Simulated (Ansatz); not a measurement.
# Phonons of HfBRh3 (Pm-3m) against volume, part 2 of 2

Wanted: mode Grüneisen parameters of HfBRh3 (Pm-3m).

Ansatz 0.2.0; DFT PBEsol, scalar-relativistic, plane waves, PAW; PAW set soft_1.

So far, highest frequency on the path or at a solved wavevector (cm⁻¹): step 2 (the dispersion) 716; step 4 (phonons at the other volume, volume ratio 0.97) 746.

**5. Relaxing at another volume, volume ratio 1.03**

The volume is scaled by 1.03 and held; symmetry leaves nothing to relax, so this is a single point. The modes can then be followed against volume.

Input file input.yaml:

```yaml
crystal:
  lattice:
    - [4.1188445506, 0.0, 0.0]
    - [0.0, 4.1188445506, 0.0]
    - [0.0, 0.0, 4.1188445506]
  atoms:
    - { symbol: Hf, position: [0.0, 0.0, 0.0] }
    - { symbol: B, position: [0.5, 0.5, 0.5] }
    - { symbol: Rh, position: [0.0, 0.5, 0.5] }
    - { symbol: Rh, position: [0.5, 0.5, 0.0] }
    - { symbol: Rh, position: [0.5, 0.0, 0.5] }
kpoints:
  mp_grid: { grid: [12, 12, 12] }
hamiltonian:
  xc: pbesol
  pseudopotentials: { kind: paw, azcp: { folder: soft_1 }, xc_functional: pbe }
scf:
  occupations: { method: methfessel_paxton, width: 0.2 }
output:
  forces: true
  stress: true
  eigenvalues: true
```

On the command line:

```console
$ ansatz run input.yaml --threads 4 --pin off --max-ram 10240MiB --backend cpu --events-out ev --progress --plain --runs-dir out
```

Numbers of over 12 decimals in the logs are rounded to 6 here.

The program printed:

```text
[...]
Crystal: 5 atoms, lattice volume = 69.876 Å³
Basis set: ecut = 420 eV, 1357 PW (Γ), exchange–correlation on 60×60×60 points (8 copies of the dense FFT grid, shifted against one another)
Bands: 48, of which v1, the nominal top of the filled ones, is band 40 counted from 1 (39 counted from 0)
Symmetry: 48 space group operations
[...]
k-points: 84 of 1728
[...]
k-point 0: bands = [... 36 lower, 18.7831, 18.7831, 20.0100, 20.0319, 20.0319, 20.0319, 22.6557, 22.6557, ... 4 higher]
  k-point 1: bands = [... 36 lower, 18.5715, 19.0547, 19.9567, 20.0320, 20.2585, 20.2585, 22.6161, 22.7214, ... 4 higher]
  k-point 2: bands = [... 36 lower, 18.3678, 19.1003, 19.7984, 20.0324, 20.6807, 20.6807, 22.5067, 22.8177, ... 4 higher]
  k-point 83: bands = [... 36 lower, 19.8475, 19.8475, 19.8475, 20.2791, 20.2791, 20.2791, 21.5630, 21.5630, ... 4 higher]
[key lines of the parts left out:]
SCF converged after 11 iterations
Free energy (F): -34771.705550 eV
Fermi energy:    20.087714 eV
P = ⅓ Tr σ = -6.8177 GPa (-68.177 kbar)
```

Elapsed: 5.6 s, on 4 threads of Arm Neoverse V1, shared host; peak memory 0.53 GiB.

Numbers from this step:

```
pressure        : -6.818 GPa
volume per atom : 13.98 Å³
```

The run ends at a pressure of -6.82 GPa.

**6. Phonons at the other volume, volume ratio 1.03**

The phonons are repeated at this volume on the same k and q meshes.

input.yaml, as its differences from that of step 5:

```diff
@@ -19,4 +19,11 @@
 output:
-  forces: true
-  stress: true
   eigenvalues: true
+phonons:
+  method: dfpt
+  qmesh: [2, 2, 2]
+  temperatures: { t_max: 1000, t_step: 50 }
+  qpath:
+    path:
+      - [[0.0, 0.0, 0.0], [0.0, 0.5, 0.0], [0.5, 0.5, 0.0], [0.0, 0.0, 0.0], [0.5, 0.5, 0.5], [0.0, 0.5, 0.0]]
+      - [[0.5, 0.5, 0.5], [0.5, 0.5, 0.0]]
+    npoints: 10
```

The program printed:

```text
[...]
Crystal: 5 atoms, lattice volume = 69.876 Å³
Basis set: ecut = 420 eV, 1357 PW (Γ), exchange–correlation on 60×60×60 points (8 copies of the dense FFT grid, shifted against one another)
Bands: 48, of which v1, the nominal top of the filled ones, is band 40 counted from 1 (39 counted from 0)
Symmetry: 48 space group operations
k-points: 84 of 1728
[...]
k-point 83: bands = [... 36 lower, 19.8475, 19.8475, 19.8475, 20.2791, 20.2791, 20.2791, 21.5630, 21.5630, ... 4 higher]
[...]
ASR residual: 1.568e-5 → 0.000e0 eV/Å²; symmetrization residual: 9.378e-6 eV/Å²
  ASR residual per site (eV/Å²): 9.86e-7 6.02e-6 1.57e-5 1.57e-5 1.57e-5
[...]
--- Phonons (arbitrary-q DFPT): 4 irreducible q on the 2×2×2 mesh ---
[...]
interpolated dispersion: 62 rows × 15 modes
[...]
[key lines of the parts left out:]
SCF converged after 14 iterations
Free energy (F): -34771.705550 eV
Fermi energy:    20.087718 eV
```

The job ended after 15 min (4 threads; peak memory 2.9 GiB; 58 min of CPU time).

This step gave:

```yaml
sum_rule_residual_before_enforcement: 1.57e-5 eV/Å²
highest_frequency_on_the_path_or_at_a_solved_wavevector: 687.1 cm⁻¹
mean_frequency: 224.6 cm⁻¹
debye_temperature_second_moment: 560 K
logarithmic_mean_frequency: 165.2 cm⁻¹
highest_optical_mode_at_the_zone_centre_no_lo_to_term: 553.3 cm⁻¹
lowest_optical_zone_centre_mode: 95.86 cm⁻¹
lowest_mode_on_the_q_mesh_acoustic_modes_at_gamma_apart: 70.71 cm⁻¹
zero_point_energy_per_atom: 41.78 meV
heat_capacity_at_300_k: 21.80 J/(mol atoms K)
vibrational_entropy_at_300_k: 32.59 J/(mol atoms K)
edges_of_the_widest_gap_between_branches_on_path_and_mesh: 302.5, 553.3 cm⁻¹
```

The highest optical mode at the zone centre (no LO-TO term) is 553.3 cm⁻¹, -34.5 cm⁻¹ against the base run.

**7. Grüneisen parameters**

The Grüneisen parameter of a mode is minus the logarithmic change of its frequency with volume, −d ln ω / d ln V; weighted by heat capacity it gives the expansion.

Numbers from this step:

| Property | Result |
| --- | --- |
| bulk modulus | 247.8 GPa |

Phonon branches along the path, in cm⁻¹:

```
    point  branch 1  branch 2  branch 3  branch 4  branch 12  branch 13  branch 14  branch 15
        Γ         0         0         0       108        140        588        588        588
  halfway        55        55        99       108        215        589        589        646
        X        88        88       104       104        257        590        590        705
  halfway        84        96       100       111        269        589        644        703
        M        74       100       100       103        291        589        700        700
  halfway        76        83       104       105        234        589        645        645
        Γ         0         0         0       108        140        588        588        588
  halfway        89        89       101       101        252        646        646        647
        R        84        84        84        89        320        716        716        716
  halfway        88        93        97       101        282        648        648        705
        X        88        88       104       104        257        590        590        705
jump to R        84        84        84        89        320        716        716        716
  halfway        82        93        93        94        302        652        708        708
        M        74       100       100       103        291        589        700        700
```

The same for volume x 0.97:

```csv
point,branch 1,branch 2,branch 3,branch 4,branch 12,branch 13,branch 14,branch 15
Γ,0,0,0,118,148,624,624,624
X,93,93,110,110,273,625,625,735
M,78,104,104,110,308,624,730,730
Γ,0,0,0,118,148,624,624,624
R,90,90,90,93,338,746,746,746
X,93,93,110,110,273,625,625,735
R,90,90,90,93,338,746,746,746
M,78,104,104,110,308,624,730,730
```

The same for volume x 1.03:

```csv
point,branch 1,branch 2,branch 3,branch 4,branch 12,branch 13,branch 14,branch 15
Γ,0,0,0,96,134,553,553,553
X,84,84,99,99,242,556,556,676
M,71,95,96,96,275,554,672,672
Γ,0,0,0,96,134,553,553,553
R,78,78,78,85,302,687,687,687
X,84,84,99,99,242,556,556,676
R,78,78,78,85,302,687,687,687
M,71,95,96,96,275,554,672,672
```

Mode Grueneisen parameter -dln(w)/dln(V), modes matched by rank; at Γ the acoustic branches take the value of a neighbouring point of the path. Mode grüneisen parameters along the path, in :

| point | branch 1 | branch 2 | branch 3 | branch 4 | branch 12 | branch 13 | branch 14 | branch 15 |
| --- | --- | --- | --- | --- | --- | --- | --- | --- |
| Γ | 1.57 | 1.57 | 1.77 | 3.48 | 1.69 | 1.99 | 1.99 | 1.99 |
| halfway | 1.63 | 1.63 | 1.74 | 3.33 | 1.75 | 1.98 | 1.98 | 1.64 |
| X | 1.79 | 1.79 | 1.79 | 1.79 | 2.03 | 1.97 | 1.97 | 1.39 |
| halfway | 2.17 | 2.16 | 2.33 | 1.60 | 1.91 | 1.98 | 1.64 | 1.39 |
| M | 1.68 | 1.41 | 1.25 | 2.29 | 1.90 | 1.98 | 1.38 | 1.38 |
| halfway | 1.75 | 1.33 | 2.45 | 2.53 | 1.69 | 1.98 | 1.64 | 1.64 |
| Γ | 1.62 | 1.39 | 1.87 | 3.48 | 1.69 | 1.99 | 1.99 | 1.99 |
| halfway | 1.52 | 1.52 | 2.60 | 2.49 | 1.66 | 1.63 | 1.63 | 1.64 |
| R | 2.41 | 2.41 | 2.41 | 1.61 | 1.85 | 1.37 | 1.37 | 1.37 |
| halfway | 2.25 | 1.84 | 2.16 | 2.85 | 1.82 | 1.63 | 1.63 | 1.38 |
| X | 1.79 | 1.79 | 1.79 | 1.79 | 2.03 | 1.97 | 1.97 | 1.39 |
| jump to R | 2.41 | 2.41 | 2.41 | 1.61 | 1.85 | 1.37 | 1.37 | 1.37 |
| halfway | 1.65 | 1.90 | 1.75 | 2.37 | 1.84 | 1.62 | 1.38 | 1.38 |
| M | 1.68 | 1.41 | 1.25 | 2.29 | 1.90 | 1.98 | 1.38 | 1.38 |

(dS/dlnV)/C_V. The thermodynamic Grueneisen parameter by temperature:

```
temperature (K)  thermodynamic Grueneisen parameter
             50                                2.27
            100                                2.27
            150                                2.25
            200                                2.23
            250                                2.21
            300                                2.19
            350                                2.18
            400                                2.17
            450                                2.16
            500                                2.16
            550                                2.15
            600                                2.15
            650                                2.15
            700                                2.15
            750                                2.14
            800                                2.14
            850                                2.14
            900                                2.14
            950                                2.14
           1000                                2.14
```

Gamma C_V/(B V) at the static volume. Table of volume expansion by temperature:

| temperature (K) | volume expansion (1e-6/K) |
| --- | --- |
| 50 | 8.4 |
| 100 | 16.4 |
| 150 | 19.6 |
| 200 | 21.3 |
| 250 | 22.5 |
| 300 | 23.3 |
| 350 | 23.9 |
| 400 | 24.4 |
| 450 | 24.7 |
| 500 | 25.0 |
| 550 | 25.2 |
| 600 | 25.3 |
| 650 | 25.5 |
| 700 | 25.6 |
| 750 | 25.6 |
| 800 | 25.7 |
| 850 | 25.8 |
| 900 | 25.8 |
| 950 | 25.9 |
| 1000 | 25.9 |

**8. What came out**

* bulk modulus: 248 GPa
* thermodynamic Grüneisen parameter at 300 K: 2.191
* volume expansion at 300 K, estimated: 23.32 × 10⁻⁶ K⁻¹

**Reading.** By this estimate the volume grows by 23.3 × 10⁻⁶ per kelvin at 300 K. The highest optical mode at Γ goes from 624 to 553 cm⁻¹ as the cell grows, a Grüneisen parameter of 1.99. Mode parameters on the path run from 1.1 to 3.9, with a median of 2.0. Branches are matched by rank, so values near crossings are rough. The expansion is the Grüneisen estimate at the static volume, with the static bulk modulus. The q mesh stands for a supercell only 8.2 Å across, so branches between the solved wavevectors are rough. With no gap, or one that is small against the smearing, the frequencies hang on the k mesh and the smearing, most of all near Kohn anomalies. Spin-orbit coupling is left out, which can matter for the heavy elements here. The PAW files were made for PBE and serve the other functionals too.

[Logs are printed without paths, hosts, clocks, repeated set-up lines and the standing remarks that a program may print on its own settings, such as how far it seeks lower states.]

[Hosts, paths, dates, database ids (printed as entryN), source tags and the programs' standing remarks are cut or masked in the printed files.]
